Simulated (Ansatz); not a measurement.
# Tc of TiAlSn in the AlB2 type from its phonons

Wanted: λ, ω_log and Tc of TiAlSn in the AlB2 type. The cell shown first is a relaxed one, from steps not shown here.

Program: Ansatz 0.2.0. Level of theory: DFT PBEsol, scalar-relativistic, plane waves, PAW; PAW set soft_1. Results are calculated unless marked as measured.

Most raw output is cut from this account.

The structure was built from a prototype and need not be the compound's stable phase.

## (1) The cell after earlier relaxation steps

The structure is hexagonal, space group P-6m2 (No. 187). Conventional cell: a = 4.742 Å, b = 4.742 Å, c = 2.816 Å, α = 90.00°, β = 90.00°, γ = 120.00°. Nearest to Ti lie 2 Ti at 2.82 Å and 6 Sn at 3.08 Å and 6 Al at 3.08 Å. Nearest to Al lie 3 Sn at 2.74 Å and 2 Al at 2.82 Å and 6 Ti at 3.08 Å. Nearest to Sn lie 3 Al at 2.74 Å and 2 Sn at 2.82 Å and 6 Ti at 3.08 Å. Farther neighbours are not listed.

## (2) Coupling and resistivity: q 3×3×2, k 6×6×8, scattering 8×8×12

The run that gives the couplings also evaluates McMillan's and Allen and Dynes's formulas and, where asked, the Eliashberg equations, over a range of μ*.

The input, input.yaml:

```yaml
crystal:
  lattice:
    - [4.7421476764, 3.3643e-06, 0.0]
    - [-2.3710767518, 4.1068186741, 0.0]
    - [0.0, 0.0, 2.8155306323]
  atoms:
    - { symbol: Ti, position: [0.0, 0.0, 0.0] }
    - { symbol: Al, position: [0.3333333333, 0.6666666667, 0.5] }
    - { symbol: Sn, position: [0.6666666667, 0.3333333333, 0.5] }
kpoints:
  mp_grid: { grid: [6, 6, 8] }
hamiltonian:
  xc: pbesol
  pseudopotentials: { kind: paw, azcp: { folder: soft_1 }, xc_functional: pbe }
scf:
  occupations: { method: methfessel_paxton, width: 0.2 }
output:
  eigenvalues: true
phonons:
  method: dfpt
  qmesh: [3, 3, 2]
  temperatures: { t_max: 1000, t_step: 50 }
  qpath:
    path:
      - [[0.0, 0.0, 0.0], [0.5, 0.0, 0.0], [0.33333333, 0.33333333, 0.0], [0.0, 0.0, 0.0], [0.0, 0.0, 0.5], [0.5, 0.0, 0.5], [0.33333333, 0.33333333, 0.5], [0.0, 0.0, 0.5]]
      - [[0.5, 0.0, 0.5], [0.5, 0.0, 0.0]]
      - [[0.33333333, 0.33333333, 0.5], [0.33333333, 0.33333333, 0.0]]
    npoints: 10
  electrical_resistivity:
    mesh: [8, 8, 12]
    temperatures: [20.0, 50.0, 77.0, 100.0, 150.0, 200.0, 300.0, 400.0, 600.0, 800.0]
  superconductivity: { mesh: [8, 8, 12] }
```

On the command line:

```sh
$ ansatz run input.yaml --threads 4 --pin off --max-ram 12288MiB --backend cpu --events-out ev --progress --plain --runs-dir out
```

Wall time 2.6 min (4 threads of Arm Neoverse V2, shared host); peak memory 0.81 GiB; 9.9 min of CPU time.

Numbers from this step:

```yaml
volume_per_atom: 18.28 Å³/atom
metallic_on_mesh: yes
gap_on_the_k_mesh: 0 eV
zero_point_energy: 0.09235 eV/cell
share_of_imaginary_modes_in_the_plain_interpolation_between_solved_wavevectors: 0
highest_frequency_solved_or_plainly_interpolated: 284.8 cm⁻¹
debye_temperature_second_moment: 338 K
resistivity_at_300_k: 45.16 μΩ cm, mean of the axes
coupling_constant_lambda: 0.5933
density_of_states_at_the_fermi_level: 1.089 states/eV a spin and cell
log_mean_phonon_energy_omega_log: 9.429 meV
transport_coupling_constant_lambda_tr: 0.9193, 0.9193, 0.6044 (xx, yy, zz)
drude_plasma_energy: 4.215, 4.215, 4.588 eV (xx, yy, zz)
resistivity_times_mean_free_path: 15.44, 15.44, 10.74 × 10⁻¹⁶ Ω m² (xx, yy, zz)
second_moment_phonon_energy_omega: 16.37 meV
```

Transition temperatures:

```csv
μ*,McMillan Tc (K),Allen–Dynes Tc (K),isotropic Fermi-surface Tc (K),isotropic full bandwidth Tc (K),anisotropic Fermi-surface Tc (K),anisotropic full bandwidth Tc (K),anisotropic narrow window Tc (K)
0.08,2.97,3.08,2.69,2.65,3.26,3.26,3.26
0.1,2.42,2.5,2.05,2.03,2.58,2.59,2.58
0.12,1.92,1.98,1.52,1.52,2.02,2.03,2.02
0.13,1.69,1.74,1.29,1.3,1.77,1.79,1.77
0.14,1.47,1.52,1.09,1.11,1.54,1.57,1.55
0.16,1.09,1.12,0.759,0.79,1.16,1.2,1.17
0.2,0.512,0.523,0.321,0.364,0.616,0.664,0.629
```

## (3) Resistivity: scattering mesh 12×12×20

The next rung changes the scattering mesh, which samples the Fermi surface.

input.yaml, as its differences from that of step 2:

```diff
@@ -29,4 +29,4 @@
   electrical_resistivity:
-    mesh: [8, 8, 12]
+    mesh: [12, 12, 20]
     temperatures: [20.0, 50.0, 77.0, 100.0, 150.0, 200.0, 300.0, 400.0, 600.0, 800.0]
-  superconductivity: { mesh: [8, 8, 12] }
+  superconductivity: { mesh: [12, 12, 20] }
```

Run time: 3.3 min. Hardware: 4 threads; peak memory 1.3 GiB.

This step gave:

* resistivity at 300 K: 48.67 μΩ cm, mean of the axes
* coupling constant λ: 0.7122
* density of states at the Fermi level: 1.213 states/eV a spin and cell
* log mean phonon energy ħω_log: 8.128 meV
* transport coupling constant λ_tr: 0.9973, 0.9973, 0.6608 (xx, yy, zz)
* Drude plasma energy: 4.158, 4.158, 4.387 eV (xx, yy, zz)
* resistivity times mean free path: 14.46, 14.46, 10.65 × 10⁻¹⁶ Ω m² (xx, yy, zz)
* second-moment phonon energy ħω₂: 15.90 meV

Transition temperatures:

```csv
μ*,McMillan Tc (K),Allen–Dynes Tc (K),isotropic Fermi-surface Tc (K),isotropic full bandwidth Tc (K),anisotropic Fermi-surface Tc (K),anisotropic full bandwidth Tc (K),anisotropic narrow window Tc (K)
0.08,3.98,4.18,4.13,4.12,4.77,4.79,4.79
0.1,3.42,3.58,3.32,3.31,3.95,3.96,3.95
0.12,2.89,3.01,2.61,2.62,3.22,3.23,3.22
0.13,2.64,2.75,2.3,2.31,2.89,2.91,2.89
0.14,2.4,2.49,2.01,2.03,2.58,2.6,2.59
0.16,1.95,2.01,1.51,1.54,2.04,2.07,2.05
0.2,1.18,1.21,0.78,0.825,1.21,1.25,1.22
```

For the coupling constant λ, step 2 gave 0.593; this run, with scattering mesh 12×12×20, gives 0.712 (+20 %).

## (4) Coupling and resistivity: q 3×3×3, k 6×6×9, scattering 12×12×16

The next rung changes the q mesh, which sets the reach of the force constants and couplings; the k mesh of the density and its response; the scattering mesh, which samples the Fermi surface; the phonon self-energy between the q points, now taken in.

input.yaml, as its differences from that of step 3:

```diff
@@ -10,3 +10,3 @@
 kpoints:
-  mp_grid: { grid: [6, 6, 8] }
+  mp_grid: { grid: [6, 6, 9] }
 hamiltonian:
@@ -20,3 +20,3 @@
   method: dfpt
-  qmesh: [3, 3, 2]
+  qmesh: [3, 3, 3]
   temperatures: { t_max: 1000, t_step: 50 }
@@ -29,4 +29,4 @@
   electrical_resistivity:
-    mesh: [12, 12, 20]
+    mesh: [12, 12, 16]
     temperatures: [20.0, 50.0, 77.0, 100.0, 150.0, 200.0, 300.0, 400.0, 600.0, 800.0]
-  superconductivity: { mesh: [12, 12, 20] }
+  superconductivity: { mesh: [12, 12, 16] }
```

The job ended after 9 min (4 threads; peak memory 5.3 GiB).

This step gave:

```
zero point energy                                 : 0.09195 eV/cell
highest frequency, solved or plainly interpolated : 283.1 cm⁻¹
Debye temperature (second moment)                 : 336 K
resistivity at 300 K                              : 45.89 μΩ cm, mean of the axes
coupling constant λ                               : 0.5836
density of states at the Fermi level              : 1.207 states/eV a spin and cell
log mean phonon energy ħω_log                     : 12.25 meV
transport coupling constant λ_tr                  : 0.9475, 0.9475, 0.6098 (xx, yy, zz)
Drude plasma energy                               : 4.146, 4.146, 4.312 eV (xx, yy, zz)
resistivity times mean free path                  : 14.69, 14.69, 11.13 × 10⁻¹⁶ Ω m² (xx, yy, zz)
second-moment phonon energy ħω₂                   : 17.00 meV
```

Transition temperatures:

```csv
μ*,McMillan Tc (K),Allen–Dynes Tc (K),isotropic Fermi-surface Tc (K),isotropic full bandwidth Tc (K),anisotropic Fermi-surface Tc (K),anisotropic full bandwidth Tc (K),anisotropic narrow window Tc (K)
0.08,3.69,3.81,3.38,3.38,4.13,4.15,4.15
0.1,2.99,3.08,2.64,2.64,3.36,3.37,3.37
0.12,2.35,2.42,2,2.01,2.69,2.7,2.69
0.13,2.06,2.12,1.72,1.74,2.39,2.4,2.39
0.14,1.79,1.84,1.47,1.49,2.11,2.13,2.12
0.16,1.31,1.34,1.05,1.07,1.63,1.65,1.63
0.2,0.596,0.608,0.458,0.495,0.903,0.935,0.908
```

The Eliashberg function α²F has structure finer than the step of the table below, so its rows give means over 1 meV, whole bins alone (the curve runs from 0.137 to 34.9 meV). Peaks (meV: height): α²F 5.6: 0.349, 17.4: 0.572, 33.5: 0.495; α²F tr 5.6: 0.404, 17.4: 1.03, 33.5: 0.461.

Table of Eliashberg function α²F by phonon energy; means over each step:

```csv
phonon energy (meV),α²F,α²F tr
1,2.0e-4,5.4e-5
2,0.00314,0.00107
3,0.0120,0.00695
4,0.0382,0.0394
5,0.189,0.281
6,0.158,0.199
7,0.0568,0.0836
8,0.0349,0.0470
9,0.0274,0.0371
10,0.0289,0.0402
11,0.0418,0.0587
12,0.0653,0.0930
13,0.149,0.208
14,0.200,0.272
15,0.252,0.305
16,0.299,0.492
17,0.491,0.941
18,0.348,0.619
19,0.205,0.336
20,0.141,0.216
21,0.125,0.171
22,0.0866,0.115
23,0.115,0.121
24,0.131,0.138
25,0.125,0.166
26,0.112,0.196
27,0.0859,0.171
28,0.0247,0.0481
29,0.0211,0.0359
30,0.0260,0.0458
31,0.0379,0.0779
32,0.0815,0.0958
33,0.367,0.313
34,0.225,0.221
```

The Eliashberg function α²F has structure finer than the step of the table below, so its rows give means over 1 meV, whole bins alone (the curve runs from 0.137 to 34.9 meV). Peaks (meV: height): α²F 5.6: 0.349, 17.4: 0.572, 33.5: 0.495; Ti 17.4: 0.392; Al 5.6: 0.0531, 33.5: 0.413; Sn 5.6: 0.271, 13.5: 0.128, 17.4: 0.122, 33.5: 0.0713.

The Eliashberg function α²F by phonon energy; means over each step:

```csv
phonon energy (meV),α²F,Ti,Al,Sn
1,2.0e-4,5.4e-5,1.3e-5,1.4e-4
2,0.00314,7.4e-4,4.1e-4,0.00195
3,0.0120,0.00274,0.00164,0.00767
4,0.0382,0.00779,0.00496,0.0255
5,0.189,0.0268,0.0246,0.138
6,0.158,0.0127,0.0230,0.123
7,0.0568,0.00405,0.00748,0.0452
8,0.0349,0.00284,0.00412,0.0279
9,0.0274,0.00333,0.00286,0.0212
10,0.0289,0.00500,0.00269,0.0212
11,0.0418,0.00844,0.00406,0.0293
12,0.0653,0.0158,0.00650,0.0429
13,0.149,0.0480,0.0142,0.0871
14,0.200,0.0672,0.0224,0.110
15,0.252,0.130,0.0404,0.0810
16,0.299,0.193,0.0406,0.0657
17,0.491,0.342,0.0498,0.0989
18,0.348,0.255,0.0280,0.0650
19,0.205,0.159,0.0134,0.0330
20,0.141,0.110,0.0102,0.0210
21,0.125,0.0950,0.0102,0.0195
22,0.0866,0.0597,0.0102,0.0167
23,0.115,0.0812,0.0117,0.0217
24,0.131,0.0899,0.0122,0.0286
25,0.125,0.0814,0.0135,0.0298
26,0.112,0.0587,0.0178,0.0356
27,0.0859,0.0460,0.0162,0.0238
28,0.0247,0.00600,0.0121,0.00661
29,0.0211,0.00468,0.0145,0.00197
30,0.0260,0.00516,0.0184,0.00244
31,0.0379,0.00737,0.0267,0.00388
32,0.0815,0.00813,0.0640,0.00931
33,0.367,0.00703,0.322,0.0386
34,0.225,0.00406,0.187,0.0346
```

Anisotropic full-bandwidth solution, weighted at the Fermi level. Gaps:

```csv
mu*,T (K),mean gap (meV),5 % (meV),95 % (meV),mean Z
0.1,0.842,0.471,0.387,0.721,1.61
0.1,1.68,0.446,0.366,0.68,1.61
0.1,2.53,0.356,0.293,0.538,1.61
0.1,3.03,0.239,0.199,0.359,1.61
0.13,0.6,0.326,0.259,0.518,1.61
0.13,1.2,0.308,0.245,0.487,1.61
0.13,1.8,0.244,0.195,0.383,1.61
0.13,2.16,0.164,0.131,0.255,1.61
0.16,0.412,0.218,0.165,0.359,1.61
0.16,0.824,0.204,0.155,0.336,1.61
0.16,1.24,0.162,0.123,0.263,1.61
0.16,1.48,0.108,0.0822,0.174,1.61
```

The dTc/da2F by phonon energy:

```csv
phonon energy (meV),dTc/da2F (K/meV)
2,5.25
4,4.16
6,3.37
8,2.82
10,2.41
12,2.10
14,1.86
16,1.66
18,1.49
20,1.36
22,1.24
24,1.14
26,1.05
28,0.973
30,0.906
32,0.846
34,0.792
```

The share of the Fermi-level states by lambda of a state:

```csv
lambda of a state,share of the Fermi-level states
0.312,0.0014
0.369,0.0054
0.427,0.0859
0.484,0.393
0.542,0.283
0.600,0.0711
0.657,0.0116
0.715,0.0097
0.772,0.0026
0.830,0.0341
0.888,5.0e-4
0.945,0
1.000,0.0087
1.060,0.024
1.120,0.0349
1.180,0.0052
1.230,0.0088
1.290,0.009
1.350,0.0097
1.410,1.0e-4
1.460,0
1.520,0
1.580,0
1.640,0.001
```

## (5) What came out

```json
{
  "meshes": "q 3×3×3, k 6×6×9, scattering 12×12×16",
  "coupling constant λ": "0.584",
  "log mean phonon energy ħω_log": "12.2 meV",
  "Allen–Dynes Tc at μ* = 0.1": "3.08 K",
  "Allen–Dynes Tc at μ* = 0.13": "2.12 K",
  "anisotropic Eliashberg Tc at μ* = 0.1": "3.37 K",
  "anisotropic Eliashberg Tc at μ* = 0.13": "2.4 K"
}
```

**Reading.** In the last run (PBEsol, q 3×3×3, k 6×6×9, scattering 12×12×16), with λ = 0.58 and ħω_log = 12.2 meV, Tc at μ* = 0.13 is 2.1 K by McMillan's formula, 2.1 K by Allen and Dynes's and 2.4 K by the anisotropic Eliashberg equations. Raising μ* from 0.10 to 0.16 lowers the Allen–Dynes value from 3.1 to 1.3 K. The mean gap at a quarter of Tc gives 2Δ/k_B Tc = 3.15, against 3.53 in weak-coupling theory. The gap spreads from 0.26 to 0.52 meV over nine tenths of the Fermi surface. By the run's own test λ is not converged in the fine mesh: it moves by 7 % between the two finest, and by up to 13 % in the other runs. The run's transport test calls it not converged in the mesh; ρ(300 K) moves by 20 % in the component that moves most. Over the runs, λ takes the values 0.593, 0.712 and 0.584, in the order shown. The structure is a hand-built model. The compound is a prototype filled by a generator; whether it can be made, and whether it orders so, was not tested. μ* is a typed number, phonons are harmonic, and spin fluctuations are left out; at μ* = 0.13 McMillan's formula turns 1 % in λ into about 3.9 % in Tc.

[Logs are printed without paths, hosts, clocks, repeated set-up lines and the standing remarks that a program may print on its own settings, such as how far it seeks lower states.]

[Hosts, paths, dates, database ids (printed as entryN), source tags and the programs' standing remarks are cut or masked in the printed files.]
